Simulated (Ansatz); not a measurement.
# BiN (model cell, started as CsCl type): following an unstable mode

Which phase does BiN (model cell, started as CsCl type) fall into along its unstable mode, and how much energy does it gain?

Method: DFT PBEsol, scalar-relativistic, plane waves, PAW, in Ansatz 0.2.0.

Report form: inputs, costs, results and the conclusion, without the logs.

The structure was built from a prototype and need not be the compound's stable phase.

### 1. The structure

The structure is cubic, space group Pm-3m (No. 221). The conventional cell has a = 3.138 Å, b = 3.138 Å, c = 3.138 Å, α = 90.00°, β = 90.00°, γ = 90.00°. Nearest to Bi lie 8 N at 2.72 Å. Nearest to N lie 8 Bi at 2.72 Å. Farther neighbours, and contacts between anions beyond the nearest, are not listed.

### 2. Phonons on a q mesh

Stability and thermal properties need the whole zone. Linear response on a 4×4×4 q mesh gives force constants as far as a supercell of that size would.

The input, input.yaml:

```yaml
crystal:
  lattice:
    - [3.1375731501, 0.0, 0.0]
    - [0.0, 3.1375731501, 0.0]
    - [0.0, 0.0, 3.1375731501]
  atoms:
    - { symbol: Bi, position: [0.0, 0.0, 0.0] }
    - { symbol: "N", position: [0.5, 0.5, 0.5] }
kpoints:
  mp_grid: { grid: [16, 16, 16] }
hamiltonian:
  xc: pbesol
scf:
  occupations: { method: methfessel_paxton, width: 0.2 }
output:
  eigenvalues: true
phonons:
  method: dfpt
  qmesh: [4, 4, 4]
  temperatures: { t_max: 1000, t_step: 50 }
  qpath:
    path:
      - [[0.0, 0.0, 0.0], [0.0, 0.5, 0.0], [0.5, 0.5, 0.0], [0.0, 0.0, 0.0], [0.5, 0.5, 0.5], [0.0, 0.5, 0.0]]
      - [[0.5, 0.5, 0.5], [0.5, 0.5, 0.0]]
    npoints: 10
```

Run with:

```console
$ ansatz run input.yaml --threads 4 --pin off --max-ram 7168MiB --backend cpu --events-out ev --progress --plain --runs-dir out
```

The job ended after 6.1 min (4 threads of Arm Neoverse V2, shared host; peak memory 2.8 GiB).

Numbers from this step:

| Item | Value |
| --- | --- |
| volume per atom | 15.44 Å³ |
| gap on the k-mesh | 0 eV |
| sum-rule residual before enforcement | 5.80e-5 eV/Å² |
| lowest frequency on the path | -255.5 cm⁻¹ |
| point group | m-3m |
| highest frequency on path, mesh or solved points | 320.7 cm⁻¹ |
| highest optical mode at the zone centre (no LO-TO term) | -249.7 cm⁻¹ |
| lowest optical zone-centre mode | -249.7 cm⁻¹ |
| lowest mode on the q mesh (acoustic modes at Γ apart) | -255.5 cm⁻¹ |

Frequencies (cm⁻¹) solved at each irreducible wavevector; negative means imaginary. Frequencies by wavevector, by row:

| q in reciprocal lattice units | star | mode 1 | mode 2 | mode 3 | mode 4 | mode 5 | mode 6 |
| --- | --- | --- | --- | --- | --- | --- | --- |
| 0 0 0 | 1 | -249.7 | -249.7 | -249.7 | 0 | 0 | 0 |
| 0 0 0.25 | 6 | -207.2 | -207.2 | -30.8 | -30.8 | 106.2 | 169.4 |
| 0 0 -0.5 | 3 | -62.1 | -62.1 | 79.9 | 79.9 | 166.3 | 320.7 |
| 0 0.25 0.25 | 12 | -204.6 | -201.4 | -55.9 | 101.2 | 108.4 | 238.2 |
| 0 0.25 -0.5 | 12 | -169.6 | -76.5 | 48.7 | 51.9 | 169.8 | 231.9 |
| 0 -0.5 -0.5 | 3 | -255.5 | -255.5 | -228.5 | -89.9 | 142 | 142 |
| 0.25 0.25 0.25 | 8 | -85.1 | -85.1 | 45.2 | 119.3 | 119.3 | 183.1 |
| 0.25 0.25 -0.5 | 12 | -254.6 | -86.2 | 67.3 | 143.1 | 164.7 | 235.7 |
| 0.25 -0.5 -0.5 | 6 | 55.2 | 71.9 | 71.9 | 170.9 | 170.9 | 202.8 |
| -0.5 -0.5 -0.5 | 1 | 116.8 | 116.8 | 116.8 | 303.8 | 303.8 | 303.8 |

Interpolated from a 4×4×4 q mesh. The phonon branches at the labelled points (cm⁻¹):

```csv
point,branch 1,branch 2,branch 3,branch 4,branch 5,branch 6
Γ,-250,-250,-250,0,0,0
halfway,-207,-207,-31,-31,106,169
X,-62,-62,80,80,166,321
halfway,-170,-76,49,52,170,232
M,-256,-256,-228,-90,142,142
halfway,-205,-201,-56,101,108,238
Γ,-250,-250,-250,0,0,0
halfway,-85,-85,45,119,119,183
R,117,117,117,304,304,304
halfway,-254,-86,67,143,165,236
X,-62,-62,80,80,166,321
jump to R,117,117,117,304,304,304
halfway,55,72,72,171,171,203
M,-256,-256,-228,-90,142,142
```

Symmetry leaves 10 wavevectors to solve. The lowest mode among them, the acoustic zeros apart, lies at q = (0, -0.5, -0.5) and is imaginary, 255.5i cm⁻¹, so the energy falls along it.

### 3. The mode frozen in, largest atomic shift 0 Å

The mode followed lies at q = (0, -0.5, -0.5) with frequency 255.5i cm⁻¹ and is 2-fold degenerate, the softest among the wavevectors solved. At small amplitude the pattern taken leaves space group no. 10 by a symmetry search on the positions. The undistorted cell that holds it gives the zero of energy on the same k mesh.

System of this step: BiN (model cell, started as CsCl type). It takes space group Pm-3m (No. 221, cubic). The conventional cell has a = 3.138 Å, b = 3.138 Å, c = 3.138 Å, α = 90.00°, β = 90.00°, γ = 90.00°. Nearest to Bi lie 8 N at 2.72 Å. Nearest to N lie 8 Bi at 2.72 Å. Farther neighbours, and contacts between anions beyond the nearest, are not listed.

The input, input.yaml:

```yaml
crystal:
  lattice:
    - [-3.1375731501, 0.0, 0.0]
    - [0.0, -3.1375731501, -3.1375731501]
    - [0.0, -3.1375731501, 3.1375731501]
  atoms:
    - { symbol: Bi, position: [0.0, 0.5, 0.5] }
    - { symbol: Bi, position: [0.0, 1.0, 1.0] }
    - { symbol: "N", position: [0.5, 0.0, 0.5] }
    - { symbol: "N", position: [0.5, 0.5, 0.0] }
kpoints:
  mp_grid: { grid: [14, 10, 10] }
hamiltonian:
  xc: pbesol
scf:
  occupations: { method: methfessel_paxton, width: 0.2 }
output:
  forces: true
  stress: true
  eigenvalues: true
```

Elapsed: 3.8 s, on 4 threads; peak memory 0.49 GiB.

Numbers from this step:

```
pressure                         : 0.07498 GPa
energy from the undistorted cell : 0 meV/atom
```

The run ends at a pressure of 0.07 GPa.

### 4. The mode frozen in, largest atomic shift 0.22 Å

The atoms are moved along the unstable eigenvector, the largest shift by 0.22 Å, with the cell fixed.

input.yaml, the sections that differ from step 3:

```yaml
crystal:
  lattice:
    - [-3.1375731501, 0.0, 0.0]
    - [0.0, -3.1375731501, -3.1375731501]
    - [0.0, -3.1375731501, 3.1375731501]
  atoms:
    - { symbol: Bi, position: [0.0, 0.4981423707, 0.4965596033] }
    - { symbol: Bi, position: [0.0, 1.0018576293, 1.0034403967] }
    - { symbol: "N", position: [0.5, 0.0235564637, 0.4563725767] }
    - { symbol: "N", position: [0.5, 0.4764435363, 0.0436274233] }
# kpoints, hamiltonian, scf, output: as in step 3
```

It took 6.8 s on 4 threads; peak memory 0.69 GiB; 26 s of CPU time.

This step gave:

| Quantity | Value |
| --- | --- |
| pressure | 1.611 GPa |
| energy from the undistorted cell | -24.03 meV/atom |

The energy, extrapolated to zero smearing, is -24.03 meV/atom against the undistorted cell.

The run ends at a pressure of 1.61 GPa, with forces up to 0.68 eV/Å.

### 5. Energy along the mode, all amplitudes (two of the runs are shown above)

An imaginary frequency means negative curvature, so the energy should fall and then rise again as anharmonic terms take over.

This step gave:

```yaml
depth_at_the_lowest_point_sampled: 24.03 meV/atom
largest_atomic_shift_at_that_point: 0.22 Å
```

Table of energy from the parent by largest atomic shift:

```
largest atomic shift (Å)  energy from the parent (meV/atom)
                   0.000                                  0
                   0.040                              -1.75
                   0.080                              -6.12
                   0.140                              -15.1
                   0.220                              -24.0
                   0.320                              -15.0
                   0.450                               47.8
```

Displacement at unit largest shift by atom:

```csv
atom,x (Å),y (Å),z (Å),size
Bi1,0.000,0.076,-0.023,0.079
Bi2,0.000,-0.076,0.023,0.079
N3,0.000,0.286,-0.958,1.000
N4,0.000,-0.286,0.958,1.000
```

The lowest step is at 0.22 Å, 24.0 meV/atom below the parent, and the energy rises beyond it.

### 6. Relaxing from the distorted cell

Starting from the lowest point found, all atoms and the cell are let go, so that strain and other modes of the same symmetry can join in.

Edit input.yaml of step 4 so:

```diff
@@ -20 +20,6 @@
   eigenvalues: true
+relax:
+  adjacent_minimum: "off"
+  f_tol: 0.002
+  max_steps: 120
+  cell: { stress_tol: 0.03 }
```

It took 7.3 min on 4 threads; peak memory 0.88 GiB; 29 min of CPU time.

The steps of the relaxation (22 of 50):

| step | energy less that of the first step (eV) | largest force component (eV/Å) | pressure (GPa) | volume (Å³) |
| --- | --- | --- | --- | --- |
| 1 | 0.0000 | 0.6378 | 1.61 | 61.77 |
| 3 | -0.0769 | 0.2931 | -0.84 | 63.77 |
| 6 | -0.1682 | 0.0382 | -0.03 | 66.21 |
| 8 | -0.1690 | 0.0040 | 0.04 | 66.19 |
| 10 | -0.1695 | 0.0065 | -0.06 | 66.25 |
| 13 | -0.1965 | 0.1331 | 1.39 | 66.39 |
| 15 | -0.0400 | 0.3046 | -4.52 | 67.30 |
| 17 | -0.2103 | 0.0473 | -1.80 | 67.74 |
| 20* | -0.3174 | 0.0045 | 1.51 | 66.39 |
| 22 | -0.3691 | 0.0305 | 0.86 | 68.04 |
| 24 | -0.4153 | 0.1146 | -0.82 | 71.98 |
| 27 | -0.4251 | 0.0033 | 0.07 | 73.21 |
| 29 | -0.4239 | 0.0072 | -0.07 | 73.56 |
| 31* | -0.4891 | 0.0059 | 0.66 | 73.55 |
| 34 | -0.5196 | 0.0332 | 0.00 | 78.99 |
| 36 | -0.5198 | 0.0134 | -0.13 | 80.72 |
| 38 | -0.5207 | 0.0260 | 0.12 | 80.33 |
| 41* | -0.5469 | 0.0013 | 0.13 | 80.58 |
| 43 | -0.5468 | 0.0026 | 0.00 | 81.82 |
| 45 | -0.5468 | 0.0015 | 0.01 | 81.84 |
| 48* | -0.5490 | 0.0005 | 0.00 | 81.84 |
| 50* | -0.5490 | 0.0005 | 0.00 | 81.91 |

Relaxation steps marked * repeat the geometry before them on a plane-wave basis chosen anew for their cell, so energy and pressure can jump there. Other such steps can lie between the rows shown. Relaxation steps 2, 7, 15, 17, 25, 37, 38, 46 were tried and not accepted.

Forces are held to the 4 operations that the program found; a distortion that breaks them can't arise in this run.

```csv
cell as run,before,after,change
a (Å),3.138,3.359,+7.1 %
b (Å),4.437,6.720,+51.4 %
c (Å),4.437,3.629,-18.2 %
α (°),90.00,89.99,-0.0 %
volume (Å³/atom),15.44,20.48,+32.6 %
```

The atoms that moved most (Å, as changes of fractional coordinates times the final cell):

```
atom     dx      dy      dz  length
 Bi2  0.000  -0.427   0.445   0.617
 Bi1  0.000   0.427  -0.445   0.617
  N4  0.000   0.138  -0.362   0.388
  N3  0.000  -0.138   0.362   0.388
```

The relaxed structure:

```cif
data_structure
_symmetry_space_group_name_H-M 'P 1'
_symmetry_Int_Tables_number 1
_cell_length_a 3.3591
_cell_length_b 6.7199
_cell_length_c 3.6287
_cell_angle_alpha 89.989
_cell_angle_beta 90.000
_cell_angle_gamma 90.000
_cell_volume 81.91
loop_
_atom_site_label
_atom_site_type_symbol
_atom_site_fract_x
_atom_site_fract_y
_atom_site_fract_z
_atom_site_occupancy
Bi1 Bi 0.00000 0.50000 0.32664 1
Bi2 Bi 0.00000 0.00000 0.17336 1
N3 N 0.50000 0.00000 0.55388 1
N4 N 0.50000 0.50000 0.94612 1
```

Read from the output:

| Property | Result |
| --- | --- |
| pressure | 8.55e-4 GPa |
| volume per atom | 20.48 Å³ |

The distorted start has space group P2/m; the relaxation ends in Pmma.

### 7. The new phase in its own primitive cell

The relaxed structure is symmetrised, reduced to its primitive cell and relaxed tightly, as its phonons need.

input.yaml, the sections that differ from step 6:

```yaml
crystal:
  lattice:
    - [6.7198826032, 0.0, 0.0]
    - [0.0, 3.3590951085, 0.0]
    - [0.0, 0.0, 3.6287133698]
  atoms:
    - { symbol: Bi, position: [0.25, 0.0, 0.423360322] }
    - { symbol: Bi, position: [0.75, 0.0, 0.576639678] }
    - { symbol: "N", position: [0.75, 0.5, 0.1961199469] }
    - { symbol: "N", position: [0.25, 0.5, 0.8038800531] }
kpoints:
  mp_grid: { grid: [6, 12, 12] }
relax:
  adjacent_minimum: "off"
  f_tol: 0.001
  max_steps: 60
  cell: { stress_tol: 0.01 }
# hamiltonian, scf, output: as in step 6
```

Wall time 48 s (4 threads); peak memory 0.61 GiB; 3.1 min of CPU time.

Step by step:

```csv
step,energy less that of the first step (eV),largest force component (eV/Å),pressure (GPa),volume (Å³)
1,0.0000,0.0254,0.02,81.91
2,-0.0009,0.0138,0.02,81.59
3,-0.0010,0.0037,0.04,81.71
4,-0.0009,0.0036,-0.05,81.81
5,-0.0010,0.0004,0.00,81.75
6*,-0.0007,0.0004,0.00,81.75
7,-0.0008,0.0013,0.00,81.74
8,-0.0008,0.0012,-0.01,81.73
9,-0.0008,0.0001,0.00,81.72
10*,-0.0007,0.0001,0.00,81.72
```

Relaxation steps marked * repeat the geometry before them on a plane-wave basis chosen anew for their cell, so energy and pressure can jump there. Relaxation step 4 was tried and not accepted.

Forces are held to the 8 operations that the program found; a distortion that breaks them can't arise in this run.

| conventional cell, symmetrised | before | after | change |
| --- | --- | --- | --- |
| a (Å) | 6.720 | 6.728 | +0.1 % |
| b (Å) | 3.359 | 3.363 | +0.1 % |
| c (Å) | 3.629 | 3.612 | -0.5 % |
| volume (Å³/atom) | 20.48 | 20.43 | -0.2 % |

The atoms that moved most (Å, as changes of fractional coordinates times the final cell):

| atom | dx | dy | dz | length |
| --- | --- | --- | --- | --- |
| N4 | 0.000 | 0.000 | 0.051 | 0.051 |
| N3 | 0.000 | 0.000 | -0.051 | 0.051 |
| Bi2 | 0.000 | 0.000 | -0.043 | 0.043 |
| Bi1 | 0.000 | 0.000 | 0.043 | 0.043 |

The relaxed structure:

```cif
data_structure
_symmetry_space_group_name_H-M 'P 1'
_symmetry_Int_Tables_number 1
_cell_length_a 6.7280
_cell_length_b 3.3631
_cell_length_c 3.6117
_cell_angle_alpha 90.000
_cell_angle_beta 90.000
_cell_angle_gamma 90.000
_cell_volume 81.72
loop_
_atom_site_label
_atom_site_type_symbol
_atom_site_fract_x
_atom_site_fract_y
_atom_site_fract_z
_atom_site_occupancy
Bi1 Bi 0.25000 0.00000 0.43519 1
Bi2 Bi 0.75000 0.00000 0.56481 1
N3 N 0.75000 0.50000 0.18203 1
N4 N 0.25000 0.50000 0.81797 1
```

This step gave:

```
pressure        : -3.97e-4 GPa
volume per atom : 20.43 Å³
```

The largest force component left is 0.099 meV/Å and the pressure is 0.000 GPa, within the tolerances set. The cell now holds 20.43 Å³/atom.

### 8. Modes of the new phase, k-mesh 6×12×12

A relaxed structure may still be a saddle point, so its zone-centre modes are computed. No field response is asked, since the mesh shows no gap.

input.yaml, the sections that differ from step 7:

```yaml
crystal:
  lattice:
    - [6.7280234373, 0.0, 0.0]
    - [0.0, 3.3630665028, 0.0]
    - [0.0, 0.0, 3.6116523591]
  atoms:
    - { symbol: Bi, position: [0.25, 0.0, 0.4351898581] }
    - { symbol: Bi, position: [0.75, 0.0, 0.5648101419] }
    - { symbol: "N", position: [0.75, 0.5, 0.1820318562] }
    - { symbol: "N", position: [0.25, 0.5, 0.8179681438] }
output:
  eigenvalues: true
phonons:
  method: dfpt
# kpoints, hamiltonian, scf: as in step 7
# relax: removed
```

It took 64 s on 4 threads; peak memory 1.6 GiB.

This step gave:

```
sum-rule residual before enforcement                    : 2.07e-5 eV/Å²
point group                                             : mmm
highest optical mode at the zone centre (no LO-TO term) : 389.4 cm⁻¹
lowest optical zone-centre mode                         : -60.61 cm⁻¹
```

Patterns of degenerate modes are one choice out of their space. Modes at Γ, with each element's share of the kinetic energy (negative means imaginary):

```
mode  frequency (cm⁻¹)  symmetry  Bi %  N %
   1             -60.6       B3u     6   94
   2              -1.7       B3g    95    5
   3               0.0  acoustic    94    6
   4               0.0  acoustic    94    6
   5               0.0  acoustic    94    6
   6              15.2        Ag    95    5
   7              58.5       B2g   100    0
   8             145.4       B2g     0  100
   9             371.1       B2u     6   94
  10             381.7       B3g     5   95
  11             382.0       B1u     6   94
  12             389.4        Ag     5   95
```

Displacements in mode 1 (-60.6 cm⁻¹), the largest set to 1:
```
Bi1 -0.07  0.00  0.00
Bi2 -0.07  0.00  0.00
N3   1.00  0.00  0.00
N4   1.00  0.00  0.00
```

Displacements in mode 12 (389.4 cm⁻¹), the largest set to 1:
```
Bi1  0.00  0.00 -0.06
Bi2  0.00  0.00  0.06
N3   0.00  0.00 -1.00
N4   0.00  0.00  1.00
```

Before it was imposed, the acoustic sum rule was missed by 2.1e-5 eV/Å². Small misses are needed for a sound result but don't prove that mesh and cutoff are converged. The lowest optical mode is imaginary, 60.6i cm⁻¹, so the energy falls along it.

### 9. Results

```yaml
unstable_mode_of_the_parent: q = (0, -0.5, -0.5), 256i cm⁻¹
depth_at_the_lowest_point_sampled: 24.0 meV/atom
largest_atomic_shift_at_that_point: 0.22 Å
space_group_reached: Pmma
energy_gained_over_the_parent_first_relaxation_on_the_mesh_of_the_frozen_mode: 161 meV/atom
volume_per_atom_phase_reached: 20.4 Å³
lowest_optical_zone_centre_mode_phase_reached: -60.6 cm⁻¹
highest_optical_mode_at_the_zone_centre_no_lo_to_term_phase_reached: 389 cm⁻¹
```

What this shows: Along this mode the structure falls into Pmma, 161 meV/atom below the parent. At the parent's cell the well is 24.03 meV/atom deep on the steps tried, with its lowest point at a shift of 0.22 Å. Relaxing atoms and cell changes the gain by +137.38 meV/atom against the lowest step (energies at zero smearing). Most of the total comes from this relaxation. The new phase still has an imaginary mode at the zone centre of its cell, so it is a saddle point on the way to a lower structure. Of the 4 patterns followed from this parent, this one ends 139 meV/atom above the lowest, Cmcm. Differences under 1.0 meV/atom are within the error of comparing unlike cells and meshes, so the order among close phases is not settled. Each path keeps the symmetry of its pattern, so a lower phase may lie along a pattern not tried. With no gap, or one that is small against the smearing, the frequencies hang on the k mesh and the smearing, most of all near Kohn anomalies. The volume moved by more than a tenth on the k mesh of the start, so the energy gain is rough. Spin-orbit coupling is left out, which can matter for the heavy elements here. A phonon run warned that its eigensolver left some bands unconverged in a pass. The starting cell was built on a prototype and not taken from a measurement, so the phase need not exist.

[Long decimals in the printed logs are rounded to 6 places.]

[Logs are printed without paths, hosts, clocks, repeated set-up lines and the standing remarks that a program may print on its own settings, such as how far it seeks lower states.]

[Hosts, paths, dates, database ids (printed as entryN), source tags and the programs' standing remarks are cut or masked in the printed files.]

[Where the starting crystal was built by hand or by swapping elements, it need not be the compound's stable phase.]
